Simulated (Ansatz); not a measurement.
# What Ta2NF2 monolayer distorts into, part 2 of 2

Wanted: the energy along a soft mode of Ta2NF2 monolayer and the structure at the end.

Ansatz 0.2.0; DFT PBE, scalar-relativistic, plane waves, PAW.

So far, highest frequency on the path or at a solved wavevector (cm⁻¹): step 2 (response at finite wavevector) 612. Also lowest frequency on the path (cm⁻¹): step 2 -124.

### 5. Energy along the mode, all amplitudes (two of the runs are shown above)

An imaginary frequency means negative curvature, so the energy should fall and then rise again as anharmonic terms take over.

This step gave:

```
depth at the lowest point sampled  : 4.164 meV/atom
largest atomic shift at that point : 0.22 Å
```

Table of energy from the parent by largest atomic shift:

```tsv
largest atomic shift (Å)	energy from the parent (meV/atom)
0.000	0
0.040	-0.188
0.080	-0.741
0.140	-2.13
0.220	-4.16
0.320	-3.83
0.450	8.16
```

Displacement at unit largest shift by atom:

```tsv
atom	x (Å)	y (Å)	z (Å)	size
N1	0.00	0.00	-1.00	1.00
N2	0.00	0.00	0.00	0.00
N3	0.00	0.00	1.00	1.00
Ta4	0.14	-0.23	0.00	0.27
Ta5	-0.27	0.00	0.00	0.27
Ta6	0.14	0.23	0.00	0.27
Ta7	0.27	0.00	0.00	0.27
Ta8	-0.14	0.23	0.00	0.27
Ta9	-0.14	-0.23	0.00	0.27
F10	0.29	0.00	0.00	0.29
F11	-0.14	0.25	0.00	0.29
F12	-0.14	-0.25	0.00	0.29
F13	0.14	-0.25	0.00	0.29
F14	-0.29	0.00	0.00	0.29
F15	0.14	0.25	0.00	0.29
```

The lowest of the steps tried is at 0.22 Å, 4.16 meV/atom below the parent; the bottom of the well need not coincide with a step.

### 6. Relaxation from the frozen mode

Starting from the lowest point found, all atoms and the cell are let go, so that strain and other modes of the same symmetry can join in.

Contents of input.yaml:

```yaml
crystal:
  lattice:
    - [0.0, -5.720348101, 0.0]
    - [-4.953966774, -2.8601740506, 0.0]
    - [0.0, 0.0, -33.2]
  atoms:
    - { symbol: "N", position: [0.6666673157, 0.6666660176, 0.7054213662] }
    - { symbol: "N", position: [0.3333333333, 0.3333333333, 0.6987950205] }
    - { symbol: "N", position: [0.9999993509, 1.0000006491, 0.6921686747] }
    - { symbol: Ta, position: [0.3453321547, 0.6606676355, 0.6689362741] }
    - { symbol: Ta, position: [0.9940011865, 0.3453321547, 0.6689362745] }
    - { symbol: Ta, position: [0.6606670941, -0.0060000079, 0.6689362743] }
    - { symbol: Ta, position: [0.6726656978, 0.321334512, 0.7286540869] }
    - { symbol: Ta, position: [0.321334512, 0.0059994664, 0.7286540873] }
    - { symbol: Ta, position: [1.005999355, 0.6726668922, 0.7286540871] }
    - { symbol: F, position: [0.6730397772, 0.3205877844, 0.6287999517] }
    - { symbol: F, position: [0.3205877844, 0.0063735729, 0.6287996855] }
    - { symbol: F, position: [1.006371976, 0.6730395674, 0.6287998186] }
    - { symbol: F, position: [0.3460788822, 0.6602935561, 0.7687906759] }
    - { symbol: F, position: [0.9936271206, 0.3460788822, 0.7687904097] }
    - { symbol: F, position: [0.6602944595, -0.0063726695, 0.7687905428] }
  periodic: [true, true, false]
kpoints:
  mp_grid: { grid: [9, 9, 1] }
hamiltonian:
  xc: pbe
scf:
  occupations: { method: methfessel_paxton, width: 0.15 }
output:
  forces: true
  stress: true
  eigenvalues: true
relax:
  adjacent_minimum: "off"
  f_tol: 0.002
  max_steps: 120
  cell: { stress_2d_tol: 0.005 }
```

Launch:

```sh
$ ansatz run input.yaml --threads 8 --pin off --max-ram 14336MiB --backend cpu --events-out ev --progress --plain --runs-dir out
```

Numbers of over 12 decimals in the logs are rounded to 6 here.

The program printed:

```text
[...]
Crystal: 15 atoms, lattice volume = 940.835 Å³
Basis set: ecut = 420 eV, 18519 PW (Γ), exchange–correlation on 80×80×450 points (8 copies of the dense FFT grid, shifted against one another)
Bands: 83, of which v1, the nominal top of the filled ones, is band 68 counted from 1 (67 counted from 0)
Symmetry: 6 space group operations
[...]
k-points: 15 of 81
[...]
SCF iter   1: F=—  HF=-65601.796902 eV  |F-HF|=—  |Δ(HF+E_count)|=         —  Δρ=4.61e-3  dr2=2.16e-1  ethr=1.77e-3  ⟨swp⟩=11.6  Hψ=8059  notcnv=0
[...]
SCF iter   9: F=-65601.766349 eV  HF=-65601.766349 eV  |F-HF|=2.56e-9  |Δ(HF+E_count)|=   3.04e-8  S|Δr|=    0.00e0  Δρ=1.67e-7  dr2=1.87e-10  ethr=3.09e-12  ⟨swp⟩=3.9  Hψ=4773  notcnv=0
SCF 1 converged in 9 iterations: F = -65601.766349 eV  dr2 = 1.87e-10
[...]
relax step   1: F+E_penalty+E_count = -65601.76634929 eV  Δ(F+E_penalty+E_count) = +0.000e0 eV  max|allowed force component| = 4.567e-1 eV/Å  Δτ_max = 0.0000 Å  P = -1.133 N/m  Ω = 940.835 Å³  fix = [c, alpha, beta]  reactions: c -0.000 N/m  (9 SCF iters, dr2 threshold 1.00e-7 eV, accepted)
Crystal: 15 atoms, lattice volume = 914.113 Å³
Basis set: ecut = 420 eV, 17871 PW (Γ), exchange–correlation on 80×80×450 points (8 copies of the dense FFT grid, shifted against one another)
[...]
iter 1 solved again at ethr=1.85e-4 eV; its pass at ethr=3.10e-3 eV (dr2=2.49e-1 eV) is discarded
[...]
SCF iter   7: F=-65601.931495 eV  HF=-65601.931495 eV  |F-HF|=2.54e-7  |Δ(HF+E_count)|=   2.82e-6  S|Δr|=    0.00e0  Δρ=3.69e-6  dr2=1.06e-7  ethr=1.11e-9  ⟨swp⟩=18.9  Hψ=8388  notcnv=0
SCF 2 converged in 7 iterations: F = -65601.931495 eV  dr2 = 1.06e-7
[...]
relax step   2: F+E_penalty+E_count = -65601.93149498 eV  Δ(F+E_penalty+E_count) = -1.651e-1 eV  max|allowed force component| = 9.713e-1 eV/Å  Δτ_max = 0.0782 Å  P = -0.951 N/m  Ω = 914.113 Å³  energy of the carried Pulay correction = +1.914e-2 eV  fix = [c, alpha, beta]  reactions: c -0.000 N/m  (7 SCF iters, dr2 threshold 1.50e-6 eV, accepted)
Crystal: 15 atoms, lattice volume = 891.382 Å³
Basis set: ecut = 420 eV, 17511 PW (Γ), exchange–correlation on 80×80×450 points (8 copies of the dense FFT grid, shifted against one another)
[...]
SCF iter   7: F=-65602.171043 eV  HF=-65602.171042 eV  |F-HF|=6.30e-7  |Δ(HF+E_count)|=   3.66e-6  S|Δr|=    0.00e0  Δρ=3.64e-6  dr2=8.70e-8  ethr=1.11e-9  ⟨swp⟩=20.1  Hψ=9207  notcnv=0
SCF 3 converged in 7 iterations: F = -65602.171043 eV  dr2 = 8.70e-8
[...]
relax step   3: F+E_penalty+E_count = -65602.17104306 eV  Δ(F+E_penalty+E_count) = -2.395e-1 eV  max|allowed force component| = 1.353e0 eV/Å  Δτ_max = 0.0908 Å  P = +0.271 N/m  Ω = 891.382 Å³  energy of the carried Pulay correction = +3.587e-2 eV  fix = [c, alpha, beta]  reactions: c +0.000 N/m  (7 SCF iters, dr2 threshold 1.50e-6 eV, accepted)
[... from here on, the SCF cycles and remarks between the steps are left out ...]
relax step   4: F+E_penalty+E_count = -65602.28785173 eV  Δ(F+E_penalty+E_count) = -1.168e-1 eV  max|allowed force component| = 8.856e-1 eV/Å  Δτ_max = 0.0971 Å  P = +2.116 N/m  Ω = 884.376 Å³  energy of the carried Pulay correction = +4.111e-2 eV  fix = [c, alpha, beta]  reactions: c +0.000 N/m  (6 SCF iters, dr2 threshold 1.50e-6 eV, accepted)
relax step   5: F+E_penalty+E_count = -65602.40121501 eV  Δ(F+E_penalty+E_count) = -1.134e-1 eV  max|allowed force component| = 6.835e-1 eV/Å  Δτ_max = 0.0382 Å  P = +0.266 N/m  Ω = 899.120 Å³  energy of the carried Pulay correction = +3.013e-2 eV  fix = [c, alpha, beta]  reactions: c +0.000 N/m  (6 SCF iters, dr2 threshold 1.50e-6 eV, accepted)
relax step   6: F+E_penalty+E_count = -65602.45365070 eV  Δ(F+E_penalty+E_count) = -5.244e-2 eV  max|allowed force component| = 3.599e-1 eV/Å  Δτ_max = 0.0725 Å  P = +1.535 N/m  Ω = 885.732 Å³  energy of the carried Pulay correction = +4.009e-2 eV  fix = [c, alpha, beta]  reactions: c +0.000 N/m  (6 SCF iters, dr2 threshold 1.50e-6 eV, accepted)
relax step   7: F+E_penalty+E_count = -65602.48559309 eV  Δ(F+E_penalty+E_count) = -3.194e-2 eV  max|allowed force component| = 1.209e-1 eV/Å  Δτ_max = 0.0320 Å  P = -0.164 N/m  Ω = 892.568 Å³  energy of the carried Pulay correction = +3.498e-2 eV  fix = [c, alpha, beta]  reactions: c -0.000 N/m  (6 SCF iters, dr2 threshold 1.50e-6 eV, accepted)
relax step   8: F+E_penalty+E_count = -65602.48972161 eV  Δ(F+E_penalty+E_count) = -4.129e-3 eV  max|allowed force component| = 8.937e-2 eV/Å  Δτ_max = 0.0118 Å  P = +0.156 N/m  Ω = 891.765 Å³  energy of the carried Pulay correction = +3.558e-2 eV  fix = [c, alpha, beta]  reactions: c +0.000 N/m  (5 SCF iters, dr2 threshold 9.14e-7 eV, accepted)
relax step   9: F+E_penalty+E_count = -65602.48973717 eV  Δ(F+E_penalty+E_count) = -1.556e-5 eV  max|allowed force component| = 3.673e-2 eV/Å  Δτ_max = 0.0093 Å  P = -0.063 N/m  Ω = 892.778 Å³  energy of the carried Pulay correction = +3.483e-2 eV  fix = [c, alpha, beta]  reactions: c -0.000 N/m  (5 SCF iters, dr2 threshold 4.99e-7 eV, accepted)
relax step  10: F+E_penalty+E_count = -65602.49049784 eV  Δ(F+E_penalty+E_count) = -7.607e-4 eV  max|allowed force component| = 8.998e-3 eV/Å  Δτ_max = 0.0044 Å  P = +0.000 N/m  Ω = 892.434 Å³  energy of the carried Pulay correction = +3.508e-2 eV  fix = [c, alpha, beta]  reactions: c +0.000 N/m  (5 SCF iters, dr2 threshold 8.43e-8 eV, accepted)
relax step  11: F+E_penalty+E_count = -65602.49055758 eV  Δ(F+E_penalty+E_count) = -5.974e-5 eV  max|allowed force component| = 2.960e-3 eV/Å  Δτ_max = 0.0009 Å  P = -0.008 N/m  Ω = 892.381 Å³  energy of the carried Pulay correction = +3.512e-2 eV  fix = [c, alpha, beta]  reactions: c -0.000 N/m  (5 SCF iters, dr2 threshold 5.06e-9 eV, accepted)
relax step  12: F+E_penalty+E_count = -65602.49056151 eV  Δ(F+E_penalty+E_count) = -3.934e-6 eV  max|allowed force component| = 1.484e-3 eV/Å  Δτ_max = 0.0003 Å  P = +0.002 N/m  Ω = 892.379 Å³  energy of the carried Pulay correction = +3.512e-2 eV  fix = [c, alpha, beta]  reactions: c +0.000 N/m  (5 SCF iters, dr2 threshold 5.47e-10 eV, accepted)
relax step  13: F+E_penalty+E_count = -65602.46687221 eV  Δ(F+E_penalty+E_count) = +2.369e-2 eV  max|allowed force component| = 1.798e-3 eV/Å  Δτ_max = 0.0000 Å  P = -0.223 N/m  Ω = 892.379 Å³  fix = [c, alpha, beta]  reactions: c -0.000 N/m  stress off target by 2.23e-1 N/m on what of the cell is left free  SCF on the basis re-selected at this cell (its energy is not comparable with the rows above)  (9 SCF iters)
relax step  14: F+E_penalty+E_count = -65602.46857249 eV  Δ(F+E_penalty+E_count) = -1.700e-3 eV  max|allowed force component| = 1.845e-2 eV/Å  Δτ_max = 0.0021 Å  P = +0.160 N/m  Ω = 890.240 Å³  energy of the carried Pulay correction = +1.569e-3 eV  fix = [c, alpha, beta]  reactions: c +0.000 N/m  (5 SCF iters, dr2 threshold 5.80e-8 eV, accepted)
relax step  15: F+E_penalty+E_count = -65602.46829083 eV  Δ(F+E_penalty+E_count) = +2.817e-4 eV  max|allowed force component| = 2.977e-3 eV/Å  Δτ_max = 0.0011 Å  P = -0.002 N/m  Ω = 890.893 Å³  energy of the carried Pulay correction = +1.093e-3 eV  fix = [c, alpha, beta]  reactions: c -0.000 N/m  (5 SCF iters, dr2 threshold 2.99e-8 eV, accepted)
relax step  16: F+E_penalty+E_count = -65602.46831281 eV  Δ(F+E_penalty+E_count) = -2.198e-5 eV  max|allowed force component| = 1.329e-3 eV/Å  Δτ_max = 0.0003 Å  P = -0.002 N/m  Ω = 890.866 Å³  energy of the carried Pulay correction = +1.112e-3 eV  fix = [c, alpha, beta]  reactions: c -0.000 N/m  (5 SCF iters, dr2 threshold 5.54e-10 eV, accepted)
relax step  17: F+E_penalty+E_count = -65602.46713249 eV  Δ(F+E_penalty+E_count) = +1.180e-3 eV  max|allowed force component| = 1.332e-3 eV/Å  Δτ_max = 0.0000 Å  P = -0.008 N/m  Ω = 890.866 Å³  fix = [c, alpha, beta]  reactions: c -0.000 N/m  stress off target by 7.83e-3 N/m on what of the cell is left free  SCF on the basis re-selected at this cell (its energy is not comparable with the rows above)  (7 SCF iters)
relax step  18: F+E_penalty+E_count = -65602.46717288 eV  Δ(F+E_penalty+E_count) = -4.039e-5 eV  max|allowed force component| = 2.875e-4 eV/Å  Δτ_max = 0.0002 Å  P = -0.001 N/m  Ω = 890.812 Å³  energy of the carried Pulay correction = +3.950e-5 eV  fix = [c, alpha, beta]  reactions: c -0.000 N/m  (6 SCF iters, dr2 threshold 7.14e-11 eV, accepted)
[...]
SCF iter   1: F=—  HF=-65602.467267 eV  |F-HF|=—  |Δ(HF+E_count)|=         —  Δρ=1.42e-6  dr2=9.11e-9  ethr=1.56e-7  ⟨swp⟩=8.5  Hψ=14913  notcnv=0
eigensolver tolerance schedule: the retry pair's looser diagonalisation over-reported the residual by 23116.29 of it (diagonalisation noise at an unbounded share of the residual, at the tolerance the schedule requests for it); recorded, not acted on — ethr = c·dr2/N_el stays at c = 1.0e-1
SCF iter   2: F=—  HF=-65602.467173 eV  |F-HF|=—  |Δ(HF+E_count)|=   9.38e-5  S|Δr|=    0.00e0  Δρ=2.37e-6  dr2=2.94e-8  ethr=6.75e-12  ⟨swp⟩=8.5  Hψ=6747  notcnv=0
[...]
SCF iter  10: F=-65602.467173 eV  HF=-65602.467173 eV  |F-HF|=1.46e-10  |Δ(HF+E_count)|=  2.91e-11  S|Δr|=    0.00e0  Δρ=2.32e-9  dr2=2.21e-14  ethr=1.00e-12  ⟨swp⟩=16.6  Hψ=8113  notcnv=0
SCF 19 converged in 10 iterations: F = -65602.467173 eV  dr2 = 2.21e-14
relax step  19: F+E_penalty+E_count = -65602.46717288 eV  Δ(F+E_penalty+E_count) = -2.910e-11 eV  max|allowed force component| = 2.876e-4 eV/Å  Δτ_max = 0.0000 Å  P = -0.001 N/m  Ω = 890.812 Å³  fix = [c, alpha, beta]  reactions: c -0.000 N/m  stress off target by 5.62e-4 N/m on what of the cell is left free  SCF on the basis re-selected at this cell (its energy is not comparable with the rows above)  (10 SCF iters)
basis re-selected at this cell: Δ(F+E_penalty+E_count) = -2.910e-11 eV, ΔP = -0.000 N/m vs the last step (what re-selecting the basis moved, of the pressure what is left beyond the Pulay correction that the steps carried, after the strain that the cell walked since its last selection, with what the two solves' SCF thresholds leave and, on support functions, any second-order correction that the steps lacked; it is no  [...]
SCF converged after 10 iterations
[...]
Free energy (F): -65602.467173 eV
[...]
Internal energy: -65602.461763 eV  (E = F + TS)
E sigma→0 (E₀):  -65602.465820 eV
Entropy (-TS):   -0.005410 eV (-0.361 meV/atom)
Fermi energy:    -3.927483 eV
[...]
--- Forces (eV/Å), atoms counted from 1 ---
  atom   1  N      0.00000000    -0.00000000     0.00014072
  atom   2  N      0.00000000     0.00000000     0.00000000
  atom   3  N     -0.00000000     0.00000000    -0.00014072
  atom   4  Ta     0.00000294    -0.00026343    -0.00020242
  atom   5  Ta    -0.00022960     0.00012917    -0.00020242
  atom   6  Ta     0.00022666     0.00013426    -0.00020242
  atom   7  Ta     0.00022960    -0.00012917     0.00020242
  atom   8  Ta    -0.00000294     0.00026343     0.00020242
  atom   9  Ta    -0.00022666    -0.00013426     0.00020242
  atom  10  F     -0.00023571    -0.00016702     0.00001525
  atom  11  F      0.00026250    -0.00012062     0.00001525
  atom  12  F     -0.00002679     0.00028764     0.00001525
  atom  13  F     -0.00026250     0.00012062    -0.00001525
  atom  14  F      0.00023571     0.00016702    -0.00001525
  atom  15  F      0.00002679    -0.00028764    -0.00001525
  max |Σ_I F_I| component: 4.81e-18 eV/Å
--- 2D stress c σ (N/m, compression-positive) ---
       -0.000562      -0.000000       0.000000
        0.000000      -0.000562       0.000000
        0.000000       0.000000      -0.000000
  P = ½ c Tr σ = -0.0006 N/m
--- Band table (eV; the first three rows and the last of 15) ---
  k-point 0: bands = [... 64 lower, -5.6082, -5.4716, -5.1324, -5.1324, -4.6728, -4.1056, -3.6611, -2.4801, ... 11 higher]
  k-point 1: bands = [... 64 lower, -5.6209, -5.2365, -4.9100, -4.7938, -4.5423, -3.8330, -3.5316, -2.6733, ... 11 higher]
  k-point 2: bands = [... 64 lower, -5.5365, -4.9808, -4.5567, -4.4632, -3.9046, -3.2891, -3.2212, -2.9989, ... 11 higher]
  k-point 14: bands = [... 64 lower, -5.1841, -4.6581, -3.9350, -3.9350, -3.6331, -3.0525, -3.0525, -2.5081, ... 11 higher]
  ° read free of the cell's end (the report's vacuum.weakly_bound_levels)
--- Relaxed structure (16 steps of the walk, 16 accepted, 3 SCFs on fresh bases) ---
  F+E_penalty+E_count = -65602.46717288 eV   max|allowed force component| = 2.876e-4 eV/Å   (the final SCF, on the basis selected at the relaxed cell)
  cell:  # Å, volume = 890.8122 Å³
    - [5.6179030783111766e-11, -5.566199, 0]
    - [-4.820470, -2.783099, 0]
    - [0, 0, -33.2]
  atoms:
    - { symbol: N, position: [0.666667, 0.666667, 0.713270] }
    - { symbol: N, position: [0.333333, 0.333333, 0.698795] }
    - { symbol: N, position: [1.000000, 1.0, 0.684320] }
    - { symbol: Ta, position: [0.370013, 0.650050, 0.666469] }
    - { symbol: Ta, position: [0.979937, 0.370013, 0.666469] }
    - { symbol: Ta, position: [0.650050, -0.020063, 0.666469] }
    - { symbol: Ta, position: [0.686730, 0.296654, 0.731121] }
    - { symbol: Ta, position: [0.296654, 0.016616, 0.731121] }
    - { symbol: Ta, position: [1.016616, 0.686730, 0.731121] }
    - { symbol: F, position: [0.642090, 0.300695, 0.625852] }
    - { symbol: F, position: [0.300695, 0.057216, 0.625852] }
    - { symbol: F, position: [1.057216, 0.642090, 0.625852] }
    - { symbol: F, position: [0.365972, 0.609451, 0.771738] }
    - { symbol: F, position: [1.024577, 0.365972, 0.771738] }
    - { symbol: F, position: [0.609451, 0.024577, 0.771738] }
```

Elapsed: 3.5 min, on 8 threads of Arm Neoverse V2, shared host; peak memory 3.5 GiB; 27 min of CPU time.

The steps of the relaxation:

```tsv
step	energy less that of the first step (eV)	largest force component (eV/Å)	volume (Å³)
1	0.0000	0.4567	940.84
2	-0.1651	0.9713	914.11
3	-0.4047	1.3527	891.38
4	-0.5215	0.8856	884.38
5	-0.6349	0.6835	899.12
6	-0.6873	0.3599	885.73
7	-0.7192	0.1209	892.57
8	-0.7234	0.0894	891.77
9	-0.7234	0.0367	892.78
10	-0.7241	0.0090	892.43
11	-0.7242	0.0030	892.38
12	-0.7242	0.0015	892.38
13*	-0.7005	0.0018	892.38
14	-0.7022	0.0184	890.24
15	-0.7019	0.0030	890.89
16	-0.7020	0.0013	890.87
17*	-0.7008	0.0013	890.87
18	-0.7008	0.0003	890.81
19*	-0.7008	0.0003	890.81
```

Relaxation steps marked * repeat the geometry before them on a plane-wave basis chosen anew for their cell, so energy and pressure can jump there.

Forces are held to the 6 operations that the run works with; a distortion that breaks them can't arise in this run.

```tsv
cell as run	before	after	change
a (Å)	5.720	5.566	-2.7 %
b (Å)	5.720	5.566	-2.7 %
```

The atoms that moved most (Å, along periodic axes as changes of fractional coordinates times the final cell, across vacuum about the mean position):

```tsv
atom	dx	dy	dz	length
F12	0.149	-0.197	0.098	0.266
F10	0.096	0.228	0.098	0.266
F15	-0.149	0.197	-0.098	0.266
F14	-0.096	-0.228	-0.098	0.266
F13	0.245	0.031	-0.098	0.266
F11	-0.245	-0.031	0.098	0.266
N1	0.000	0.000	-0.261	0.261
N3	0.000	0.000	0.261	0.261
```

Final coordinates:

```cif
data_structure
_symmetry_space_group_name_H-M 'P 1'
_symmetry_Int_Tables_number 1
_cell_length_a 5.5662
_cell_length_b 5.5662
_cell_length_c 33.2000
_cell_angle_alpha 90.000
_cell_angle_beta 90.000
_cell_angle_gamma 60.000
_cell_volume 890.81
loop_
_atom_site_label
_atom_site_type_symbol
_atom_site_fract_x
_atom_site_fract_y
_atom_site_fract_z
_atom_site_occupancy
N1 N 0.66667 0.66667 0.71327 1
N2 N 0.33333 0.33333 0.69880 1
N3 N 0.00000 0.00000 0.68432 1
Ta4 Ta 0.37001 0.65005 0.66647 1
Ta5 Ta 0.97994 0.37001 0.66647 1
Ta6 Ta 0.65005 0.97994 0.66647 1
Ta7 Ta 0.68673 0.29665 0.73112 1
Ta8 Ta 0.29665 0.01662 0.73112 1
Ta9 Ta 0.01662 0.68673 0.73112 1
F10 F 0.64209 0.30069 0.62585 1
F11 F 0.30069 0.05722 0.62585 1
F12 F 0.05722 0.64209 0.62585 1
F13 F 0.36597 0.60945 0.77174 1
F14 F 0.02458 0.36597 0.77174 1
F15 F 0.60945 0.02458 0.77174 1
```

This step gave:

* area per atom: 1.789 Å²

The distorted start has space group P-3; the relaxation ends in P-3.

### 7. The phases reached

The phases reached along the modes that were followed are set side by side.

Energies are those of the first relaxation, on the mesh of the frozen mode; space group, volume and gap are those of the last relaxation. Phases, by row:

```tsv
mode frozen in	space group	energy from parent (meV/atom)	volume (Å³/atom)	gap on mesh (eV)	lowest zone-centre optical mode (cm⁻¹)	largest shift (Å)
parent	P-3m1	0	62.72	0	–	–
q = (0, -0.5, 0), 124i cm⁻¹	P2_1/m	-179.8	58.96	0	–	1.033
q = (0.333, 0.333, 0), 103i cm⁻¹	P-3	-50.82	59.39	0	–	0.481
```

### 8. Summary of results

| Quantity | Value |
| --- | --- |
| unstable mode of the parent | q = (0.333, 0.333, 0), 103i cm⁻¹ |
| depth at the lowest point sampled | 4.16 meV/atom |
| largest atomic shift at that point | 0.22 Å |
| space group reached (within 0.01 Å) | P-3 |
| energy gained over the parent (first relaxation, on the mesh of the frozen mode) | 50.8 meV/atom |
| area per atom, phase reached | 1.79 Å² |

Along this mode the structure falls into P-3, 50.8 meV/atom below the parent. At the parent's cell the well is 4.164 meV/atom deep on the steps tried, with its lowest point at a shift of 0.22 Å. Relaxing atoms and cell changes the gain by +46.65 meV/atom against the lowest step (energies at zero smearing). Most of the total comes from this relaxation. The modes of the phase reached were not computed on this path. Of the 2 patterns followed to their end from this parent, this one ends 129 meV/atom above the lowest, P2_1/m. Each path keeps the symmetry of its pattern, so a lower phase may lie along a pattern not tried. With no gap, or one that is small against the smearing, the frequencies hang on the k mesh and the smearing, most of all near Kohn anomalies. The phonon runs are without spin polarisation, although the cell has an odd electron count. In a sheet or slab the interpolated bending branch near Γ is rough, since the rotational sum rule isn't imposed. Spin-orbit coupling is left out, which can matter for the heavy elements here. A phonon run warned that its eigensolver left some bands unconverged in a pass. The starting cell was built on a prototype and not taken from a measurement.

[Logs are printed without paths, hosts, clocks, repeated set-up lines and the standing remarks that a program may print on its own settings, such as how far it seeks lower states.]

[Hosts, paths, dates, database ids (printed as entryN), source tags and the programs' standing remarks are cut or masked in the printed files.]
